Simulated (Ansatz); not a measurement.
# Is the response still linear at 0.25 V/Å? 2H-WS2 bilayer, AA

The dipole of a slab grows in proportion to a weak field along its normal. Does the weak-field slope carry to a strong field?

How it was computed: Ansatz 0.2.0, plane waves with PAW datasets (its set soft_2), r2SCAN-D4; atoms held at their relaxed places, 18 Å of vacuum, dipole correction, cell area 8.71 Å², 18×18 k-points, smearing 0.02585 eV. Without field the slab has a gap of 1.72 eV.

```tsv
run	field (V/Å)	dipole (e·Å)
run 1	−0.03	−0.01463
run 2	0.00	0.00000
run 3	0.03	0.01463
run 4	0.25	?
```

**Question.** What value belongs in the row marked “?”, and how far can the other rows tell?

A least-squares line through the 3 rows shown has slope 0.487667 and intercept 0.000000; no row lies more than 0.00001 e·Å off it. A perfect conductor with that slope would be 180.95 × 0.48767 / 8.71 = 10.13 Å thick. At 0.25 it gives 0.487667 × 0.25 + 0.000000 = 0.12192 e·Å, beyond the rows fitted. Rounding and scatter of the rows alone allow about ±0.00004 e·Å there.

The run itself gives 0.12196 e·Å: a miss of +0.00004 e·Å. That is under 1 % of the induced dipole, so the response is still linear.

Caveats: Ions are held, so this is the electronic response. Of the series that stay linear within 1 %, this collection keeps about one in seven, and it keeps all that bend. Spin-orbit coupling is left out, which changes the bands of elements this heavy.

[Logs are printed without paths, hosts, clocks, repeated set-up lines and the standing remarks that a program may print on its own settings, such as how far it seeks lower states.]
